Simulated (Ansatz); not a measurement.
# AgB (built on the sites of a database entry of InAg): from the cell to its phonons, part 2 of 2

Aim: the vibrations of AgB (built on the sites of a database entry of InAg), their spectra, and whether the structure is stable.

Ansatz 0.2.0; DFT PBEsol, scalar-relativistic, plane waves, PAW.

So far. Step 4 (Relaxing to small forces for the phonons): The forces vanish by symmetry and the pressure is 0.000 GPa, within the tolerances set. The cell now holds 11.71 Å³/atom. The relaxed cell has a = 2.861 Å (conventional setting).

The structure was built from a prototype and need not be the compound's stable phase.

### Step 5. Modes at Γ

The zone centre comes first: it holds the modes that light can see, as far as symmetry allows. No field response is asked, since the mesh shows no gap.

Input file input.yaml:

```yaml
crystal:
  lattice:
    - [2.8609203463, 0.0, 0.0]
    - [0.0, 2.8609203463, 0.0]
    - [0.0, 0.0, 2.8609203463]
  atoms:
    - { symbol: B, position: [0.5, 0.5, 0.5] }
    - { symbol: Ag, position: [0.0, 0.0, 0.0] }
kpoints:
  mp_grid: { grid: [16, 16, 16] }
hamiltonian:
  xc: pbesol
scf:
  occupations: { method: methfessel_paxton, width: 0.2 }
output:
  eigenvalues: true
phonons:
  method: dfpt
```

The run is started by

```sh
> ansatz run input.yaml --threads 4 --pin off --max-ram 7168MiB --backend cpu --events-out ev --progress --plain --runs-dir out
```

Numbers of over 12 decimals in the logs are rounded to 6 here.

The log of the run:

```text
[...]
Crystal: 2 atoms, lattice volume = 23.416 Å³
Basis set: ecut = 420 eV, 461 PW (Γ), exchange–correlation on 40×40×40 points (8 copies of the dense FFT grid, shifted against one another)
Bands: 15, of which v1, the nominal top of the filled ones, is band 11 counted from 1 (10 counted from 0)
Symmetry: 48 space group operations
k-points: 405 of 4096 (irreducible under 8 space group operations, time reversal used)
[...]
SCF iter   1: F=—  HF=-7672.294774 eV  |F-HF|=—  |Δ(HF+E_count)|=         —  Δρ=1.05e-2  dr2=2.07e-2  ethr=1.77e-3  ⟨swp⟩=4.2  Hψ=26392  notcnv=0
[...]
SCF iter   7: F=-7672.288166 eV  HF=-7672.288166 eV  |F-HF|=0.00e0  |Δ(HF+E_count)|=  4.55e-12  S|Δr|=    0.00e0  Δρ=2.27e-8  dr2=6.88e-14  ethr=1.00e-12  ⟨swp⟩=4.9  Hψ=22325  notcnv=0
the search or the solves at the SCF's close seem to have found levels that the self-consistency loop had missed (the run counts 2). By its estimate they hold under 1e-12 electrons; where the run keeps them, the occupations were computed again with them
SCF 1 converged in 7 iterations: F = -7672.288166 eV  dr2 = 6.88e-14
[...]
DFPT response loops at Γ: preconditioner auto → Kerker (q_TF=auto, 2.700 Å⁻¹) (partly filled bands, converged f_vac=0.000); β = 1.00, the filter's whole step (`scf.mixing.beta` (0.50) is not read by the response loops under this deck's `scf.mixing.preconditioner`; to damp them name `kerker` or `kerker_dos`, under which they read `scf.mixing.beta`, and type it under 1.00, their step now; both keys bind the ground state too); Broyden in place of MSR1
SCF converged after 7 iterations
[...]
Free energy (F): -7672.288166 eV
[...]
Internal energy: -7672.288959 eV  (E = F + TS)
E sigma→0 (E₀):  -7672.288364 eV
Entropy (-TS):   0.000793 eV (0.396 meV/atom)
Fermi energy:    16.745522 eV
[...]
--- Band table (eV; the first three rows and the last of 405) ---
  k-point 0: bands = [... 7 lower, 11.9683, 11.9683, 11.9683, 18.5087, 18.5087, 18.5087, 25.4615, 29.0173]
  k-point 1: bands = [... 7 lower, 11.9093, 11.9093, 11.9722, 18.2189, 18.6179, 18.6179, 25.5923, 28.9546]
  k-point 2: bands = [... 7 lower, 11.7487, 11.7487, 11.9833, 17.4833, 18.9272, 18.9272, 25.8655, 28.7753]
  k-point 404: bands = [... 7 lower, 12.8393, 12.8393, 14.0991, 19.3069, 19.3069, 19.3069, 20.9071, 20.9071]
--- Phonons (Γ-DFPT): 2 representative perturbations + reference, on 405 of 4096 k-points (Σ response iterations 7) ---
  k mesh reduced under 8 symmetry operations, with k and −k counted as one. Each operation leaves every solved perturbation unchanged. A smaller set is not used because it would not reduce the number of displacements times k-points to solve
  ASR residual: 8.706e-6 → 0.000e0 eV/Å²; symmetrization residual: 7.079e-7 eV/Å²
  ASR residual per site (eV/Å²): 9.72e-8 8.71e-6
  Γ frequencies (cm⁻¹): 0.00 0.00 0.00 187.54 187.54 187.54
  non-analytic LO–TO correction: not included (Born effective charges unavailable; polar crystals: no LO–TO splitting at Γ)
```

Run time: 16 s. Hardware: 4 threads of Arm Neoverse N1, shared host; peak memory 0.65 GiB.

The column dr2 measures how far the density is from self-consistency, as an energy; F and HF (Harris–Foulkes) agree once it is small.

Numbers from this step:

```
sum-rule residual before enforcement                    : 8.71e-6 eV/Å²
point group                                             : m-3m
highest optical mode at the zone centre (no LO-TO term) : 187.5 cm⁻¹
lowest optical zone-centre mode                         : 187.5 cm⁻¹
```

Patterns of degenerate modes are one choice out of their space. Modes at Γ, with each element's share of the kinetic energy:

```csv
mode,frequency (cm⁻¹),symmetry,B %,Ag %
1,0.0,acoustic,9,91
2,0.0,acoustic,9,91
3,0.0,acoustic,9,91
4,187.5,T1u,91,9
5,187.5,T1u,91,9
6,187.5,T1u,91,9
```

Displacements in mode 4 (187.5 cm⁻¹), the largest set to 1:
```
B1   0.00  1.00  0.00
Ag2  0.00 -0.10  0.00
```

Before it was imposed, the acoustic sum rule was missed by 8.7e-6 eV/Å². Small misses are needed for a sound result but don't prove that mesh and cutoff are converged. The lowest optical mode is real, 188 cm⁻¹.

### Step 6. Response at finite wavevector

Stability and thermal properties need the whole zone. Linear response on a 4×4×4 q mesh gives force constants as far as a supercell of that size would.

input.yaml: that of step 5 with these lines changed.

```diff
@@ -18 +18,8 @@
   method: dfpt
+  qmesh: [4, 4, 4]
+  temperatures: { t_max: 1000, t_step: 50 }
+  qpath:
+    path:
+      - [[0.0, 0.0, 0.0], [0.0, 0.5, 0.0], [0.5, 0.5, 0.0], [0.0, 0.0, 0.0], [0.5, 0.5, 0.5], [0.0, 0.5, 0.0]]
+      - [[0.5, 0.5, 0.5], [0.5, 0.5, 0.0]]
+    npoints: 10
```

The log of the run:

```text
[...]
Crystal: 2 atoms, lattice volume = 23.416 Å³
Basis set: ecut = 420 eV, 461 PW (Γ), exchange–correlation on 40×40×40 points (8 copies of the dense FFT grid, shifted against one another)
Bands: 15, of which v1, the nominal top of the filled ones, is band 11 counted from 1 (10 counted from 0)
Symmetry: 48 space group operations
k-points: 165 of 4096
[...]
SCF iter   1: F=—  HF=-7672.294780 eV  |F-HF|=—  |Δ(HF+E_count)|=         —  Δρ=1.05e-2  dr2=2.07e-2  ethr=1.77e-3  ⟨swp⟩=4.2  Hψ=10748  notcnv=0
[...]
SCF iter   7: F=-7672.288166 eV  HF=-7672.288166 eV  |F-HF|=0.00e0  |Δ(HF+E_count)|=  9.09e-12  S|Δr|=    0.00e0  Δρ=2.34e-8  dr2=7.31e-14  ethr=1.00e-12  ⟨swp⟩=5.0  Hψ=9102  notcnv=0
[...]
SCF 1 converged in 7 iterations: F = -7672.288166 eV  dr2 = 7.31e-14
[...]
SCF iter   2: F=-7672.288166 eV  HF=-7672.288166 eV  |F-HF|=1.82e-12  |Δ(HF+E_count)|=  4.29e-10  S|Δr|=    0.00e0  Δρ=1.13e-7  dr2=2.99e-12  ethr=1.00e-12  ⟨swp⟩=4.6  Hψ=8740  notcnv=0
SCF 2 converged in 2 iterations: F = -7672.288166 eV  dr2 = 2.99e-12
phonons: the bands overlap, so this run is a metal and interpolates without the dipole-dipole term. If the crystal is really an insulator or semiconductor, its LO-TO splitting is missing
NSCF: frozen V_eff on 165 k-points
[...]
DFPT response loops at q = (0, 0, 0) (fractional): preconditioner auto → Kerker (q_TF=auto, 2.700 Å⁻¹) (partly filled bands, converged f_vac=0.000); β = 1.00, the filter's whole step (`scf.mixing.beta` (0.50) is not read by the response loops under this deck's `scf.mixing.preconditioner`; to damp them name `kerker` or `kerker_dos`, under which they read `scf.mixing.beta`, and type it under 1.00, their step now; both keys bind the ground state too); Broyden in place of MSR1
[...]
SCF converged after 7 iterations
[...]
Free energy (F): -7672.288166 eV
[...]
Internal energy: -7672.288959 eV  (E = F + TS)
E sigma→0 (E₀):  -7672.288364 eV
Entropy (-TS):   0.000793 eV (0.396 meV/atom)
Fermi energy:    16.745522 eV
[...]
--- Band table (eV; the first three rows and the last of 165) ---
  k-point 0: bands = [... 7 lower, 11.9683, 11.9683, 11.9683, 18.5087, 18.5087, 18.5087, 25.4615, 29.0173]
  k-point 1: bands = [... 7 lower, 11.9093, 11.9093, 11.9722, 18.2189, 18.6179, 18.6179, 25.5923, 28.9546]
  k-point 2: bands = [... 7 lower, 11.7487, 11.7487, 11.9833, 17.4833, 18.9272, 18.9272, 25.8655, 28.7753]
  k-point 164: bands = [... 7 lower, 12.8393, 12.8393, 14.0991, 19.3069, 19.3069, 19.3069, 20.9071, 20.9071]
--- Phonons (Γ-DFPT): 2 representative perturbations + reference (Σ response iterations 7) ---
  ASR residual: 9.231e-6 → 0.000e0 eV/Å²; symmetrization residual: 8.713e-7 eV/Å²
  ASR residual per site (eV/Å²): 2.43e-7 9.23e-6
  Γ frequencies (cm⁻¹): 0.00 0.00 0.00 187.54 187.54 187.54
--- Phonons (arbitrary-q DFPT): 10 irreducible q on the 4×4×4 mesh ---
  q = [0.0000, 0.0000, 0.0000] (star 1, of the zone-centre solve; hermiticity 1.37e-6, symmetrization 5.04e-12): -0.00 0.00 0.00 187.54 187.54 187.54
  q = [0.0000, 0.0000, 0.2500] (star 6, 4 solved perturbations in 4032 linear systems a pass and spin channel, the states on 1296 of 4096 k-point pairs; hermiticity 2.88e-7, symmetrization 2.19e-12): -12.38 -12.38 119.30 190.29 190.29 217.53
[...]
q = [0.0000, 0.2500, -0.5000] (star 12, 6 solved perturbations on 1296 of 4096 k-point pairs; hermiticity 9.76e-8, symmetrization 6.26e-10): 64.52 91.59 113.14 228.33 238.45 239.42
[...]
sum rule: each row above includes the acoustic sum rule's correction from the zone centre's row sums; it moved no ω² by more than (0.15 cm⁻¹)²
  mesh force constants: q→R imaginary residual 2.50e-18; ASR residual 9.231e-6 → 0.000e0 eV/Å²; symmetrization residual 6.217e-15 eV/Å²
  interpolated dispersion: 62 rows × 6 modes
  density of states and harmonic sums: on the 24×24×24 q-mesh, interpolated from the force constants of a 4×4×4 supercell (no non-analytic term)
  largest difference from the sums on the solved wave vectors: F 1.32e-1 eV, S 1.70e-4 and C_V 4.02e-5 eV/K
  zero-point energy: 0.051837 eV/cell   skipped modes (ω ≤ 0): 308, of them read as no rigid motion or as one in doubt: 305 (5.639e-1 modes/cell left out, lowest -141.74 cm⁻¹)   left out of the sums: 9.40e-2 of the cell's modes: C_V's classical limit lies that fraction below 3 k_B per atom; for a crystal, a wire or a layer, F and S can be off by more, and a phonons.interpolated_qmesh denser along its periods is the remedy for the sampling
```

Wall time 8.6 min (4 threads); peak memory 2 GiB; 33 min of CPU time.

This step gave:

- sum-rule residual before enforcement: 9.23e-6 eV/Å²
- lowest frequency on the path: -141.7 cm⁻¹
- highest frequency on the path or at a solved wavevector: 304.7 cm⁻¹
- lowest mode on the q mesh (acoustic modes at Γ apart): -141.7 cm⁻¹

Frequencies (cm⁻¹) solved at each irreducible wavevector; negative means imaginary. Frequencies by wavevector, by row:

```csv
q in reciprocal lattice units,star,mode 1,mode 2,mode 3,mode 4,mode 5,mode 6
0 0 0,1,0,0,0,187.5,187.5,187.5
0 0 0.25,6,-12.4,-12.4,119.3,190.3,190.3,217.5
0 0 -0.5,3,40.1,40.1,168.1,187.8,187.8,274.4
0 0.25 0.25,12,42.4,52.3,118.7,206.6,215.7,238.4
0 0.25 -0.5,12,64.5,91.6,113.1,228.3,238.4,239.4
0 -0.5 -0.5,3,-54,-54,67.5,235.9,235.9,250.3
0.25 0.25 0.25,8,-21.3,-21.3,116.2,195.3,195.3,304.7
0.25 0.25 -0.5,12,-49.1,110.5,113.5,156.4,189.9,266.5
0.25 -0.5 -0.5,6,-112.7,-112.7,117.3,181.8,192.3,192.3
-0.5 -0.5 -0.5,1,-141.7,-141.7,-141.7,148.7,148.7,148.7
```

Interpolated from a 4×4×4 q mesh. Phonon branches along the path, in cm⁻¹:

```csv
point,branch 1,branch 2,branch 3,branch 4,branch 5,branch 6
Γ,0,0,0,188,188,188
halfway,-12,-12,119,190,190,218
X,40,40,168,188,188,274
halfway,64,92,113,228,238,239
M,-54,-54,68,236,236,250
halfway,42,52,119,207,216,238
Γ,0,0,0,188,188,188
halfway,-21,-21,116,195,195,305
R,-142,-142,-142,149,149,149
halfway,-49,110,114,156,190,266
X,40,40,168,188,188,274
jump to R,-142,-142,-142,149,149,149
halfway,-113,-113,117,182,192,192
M,-54,-54,68,236,236,250
```

The phonon branches as a text plot (rows in cm⁻¹):

```
    295 |                              ****
    277 |      ***                                   *  **
    258 |         *    *             **             * **
    240 |    **    ***********             *       *  **      ***
    221 |   *     **       ****     *                         **
    202 |  *     **          ****      **         *  *  *
    184 |*********             ********  ** *      *******  **
    165 |      ***                         * *   ** *   ** *
    147 |     *   *                         ******     *  * *
    128 |   **     *       **                     ** **    **
    109 |                 *  **        ****        **        *
     91 |          **    *     *     **    *       * **       *
     72 |  *      * *******     *   *             *   **   *   **
     54 | *      *** *     ***                       *  *
     35 |*     ***    *   ****** * *                     *
     16 |    **       *        *** ****           *
     -2 |*              *       ***    *
    -21 | ***            *              *
    -39 |               *                ** *
    -58 |              *                            *           *
    -77 |                                  *     *            **
    -95 |                                        * *
   -114 |                                   **               *
   -132 |                                    ******       ***
         Γ      X      M          Γ            R        X|R     M
```

Tetrahedra on a 24×24×24 mesh, mean over bins of 5 cm-1. Interpolated from a 4×4×4 q mesh. Table of phonon density of states by wavenumber; read off at these points:

```csv
wavenumber (cm⁻¹),phonon density of states (1/cm⁻¹/cell)
-142,1.8e-4
-132,0.00252
-118,0.00341
-108,0.00378
-92,0.0042
-82,0.00431
-68,0.00461
-58,0.00476
-48,0.00454
-32,0.00332
-22,0.00307
-8,0.00606
2,0.0055
18,0.0104
28,0.0140
38,0.0178
52,0.0220
62,0.0277
68,0.0333
78,0.0173
88,0.0145
102,0.0123
112,0.0246
118,0.0325
128,0.0129
138,0.0111
148,0.00796
162,0.00689
172,0.00912
188,0.0602
198,0.0346
212,0.0299
222,0.0282
232,0.0303
248,0.0251
258,0.0208
272,0.0116
282,0.00609
298,0.00229
308,0
```

The partial phonon density of states has structure finer than the step of the table below, so its rows give means over 10 cm⁻¹, whole bins alone (the curve runs from -149 to 322 cm⁻¹). Peaks (cm⁻¹: height): Ag 67.3: 0.0294, 120.7: 0.0277, 188.9: 0.00998; B 188.9: 0.0461, 251.2: 0.0239.

Phonopy on the run's constants, 19x19x19 mesh, Gaussian sigma 3.4 cm-1. Interpolated from a 4×4×4 q mesh. Partial phonon density of states against wavenumber; means over each step; values in 1/cm⁻¹/cell:

| wavenumber (cm⁻¹) | Ag | B |
| --- | --- | --- |
| -140 | 6.8e-5 | 0.00116 |
| -130 | 3.0e-4 | 0.00216 |
| -120 | 5.4e-4 | 0.00263 |
| -110 | 8.8e-4 | 0.00328 |
| -100 | 0.00113 | 0.00298 |
| -90 | 0.00154 | 0.00296 |
| -80 | 0.00160 | 0.00256 |
| -70 | 0.00195 | 0.00257 |
| -60 | 0.00242 | 0.00262 |
| -50 | 0.00197 | 0.00203 |
| -40 | 0.00301 | 0.00303 |
| -30 | 0.00150 | 0.00129 |
| -20 | 0.00284 | 0.00245 |
| -10 | 0.00361 | 0.00107 |
| 0 | 0.00190 | 3.5e-4 |
| 10 | 0.00495 | 0.00106 |
| 20 | 0.00835 | 0.00227 |
| 30 | 0.0125 | 0.00359 |
| 40 | 0.0149 | 0.00330 |
| 50 | 0.0186 | 0.00367 |
| 60 | 0.0225 | 0.00326 |
| 70 | 0.0253 | 0.00270 |
| 80 | 0.0153 | 0.00214 |
| 90 | 0.0117 | 0.00239 |
| 100 | 0.0103 | 0.00159 |
| 110 | 0.0179 | 0.00266 |
| 120 | 0.0253 | 0.00298 |
| 130 | 0.0127 | 0.00179 |
| 140 | 0.00791 | 0.00191 |
| 150 | 0.00577 | 0.00231 |
| 160 | 0.00417 | 0.00210 |
| 170 | 0.00440 | 0.00493 |
| 180 | 0.00556 | 0.0119 |
| 190 | 0.00879 | 0.0397 |
| 200 | 0.00765 | 0.0271 |
| 210 | 0.00740 | 0.0228 |
| 220 | 0.00685 | 0.0213 |
| 230 | 0.00667 | 0.0206 |
| 240 | 0.00330 | 0.0167 |
| 250 | 0.00202 | 0.0206 |
| 260 | 0.00183 | 0.0165 |
| 270 | 0.00137 | 0.0126 |
| 280 | 5.8e-4 | 0.00638 |
| 290 | 2.8e-4 | 0.00417 |
| 300 | 9.6e-5 | 0.00177 |
| 310 | 6.6e-6 | 1.6e-4 |

Second derivatives of the energy by pair, one row for each kind of neighbour of each atom listed. Each entry sums the pair over the periodic images of the supercell that the q mesh stands for, and in a polar crystal it holds the long-range dipole part too. Force constants by pair, by row:

```
atom  neighbour  distance (Å)  third of the trace (eV/Å²)  along the pair's line (eV/Å²)
  B1     itself             0                       1.533                              –
  B1         Ag         2.478                     -0.1946                         -1.104
  B1          B         2.861                      0.1281                         0.1785
  B1          B         4.046                     -0.1071                        -0.3404
  B1         Ag         4.744                      0.0226                         0.0223
  B1          B         4.955                      0.0163                         0.0503
  B1          B         5.722                     -0.0674                        -0.2094
  B1         Ag         6.235                     -0.0118                        -0.0314
  B1          B         6.397                       0.013                         0.0382
 Ag2     itself             0                       5.602                              –
 Ag2          B         2.478                     -0.1946                         -1.104
 Ag2         Ag         2.861                     -0.6604                         -2.103
 Ag2         Ag         4.046                     -0.0615                        -0.2247
 Ag2          B         4.744                      0.0226                         0.0223
 Ag2         Ag         4.955                      0.0142                         0.0847
 Ag2         Ag         5.722                     -0.0363                         -0.136
 Ag2          B         6.235                     -0.0118                        -0.0314
 Ag2         Ag         6.397                    -4.00e-4                         0.0022
```

Symmetry leaves 10 wavevectors to solve. The lowest mode among them, the acoustic zeros apart, lies at q = (-0.5, -0.5, -0.5) and is imaginary, 141.7i cm⁻¹, so the energy falls along it.

### Step 7. Summary of results

| Quantity | Value |
| --- | --- |
| space group after relaxation (within 0.01 Å) | Pm-3m |
| volume per atom | 11.7 Å³ |
| electronic character | no gap on this mesh |
| highest optical mode at the zone centre (no LO-TO term) | 188 cm⁻¹ |
| lowest optical zone-centre mode | 188 cm⁻¹ |
| lowest mode on the q mesh (acoustic modes at Γ apart) | -142 cm⁻¹ |
| highest frequency on the path or at a solved wavevector | 305 cm⁻¹ |
| imaginary modes on the 4×4×4 q mesh | yes |

What this shows: Modes are clearly imaginary (beyond 10i cm⁻¹) at 6 of the 10 irreducible wavevectors, most at q = (-0.5, -0.5, -0.5) (141.7i cm⁻¹), so this structure is not a minimum of the energy. The optical modes at Γ form one degenerate level at 188 cm⁻¹. The highest mode in this list at Γ, 187.5 cm⁻¹, is mostly motion of B (91 % of the kinetic energy). With no gap, or one that is small against the smearing, the frequencies hang on the k mesh and the smearing, most of all near Kohn anomalies. The starting cell was built on a prototype and not taken from a measurement, so the phase need not exist. These are harmonic frequencies at zero temperature: anharmonic shifts, linewidths and thermal expansion are left out.

[Logs are printed without paths, hosts, clocks, repeated set-up lines and the standing remarks that a program may print on its own settings, such as how far it seeks lower states.]

[Hosts, paths, dates, database ids (printed as entryN), source tags and the programs' standing remarks are cut or masked in the printed files.]
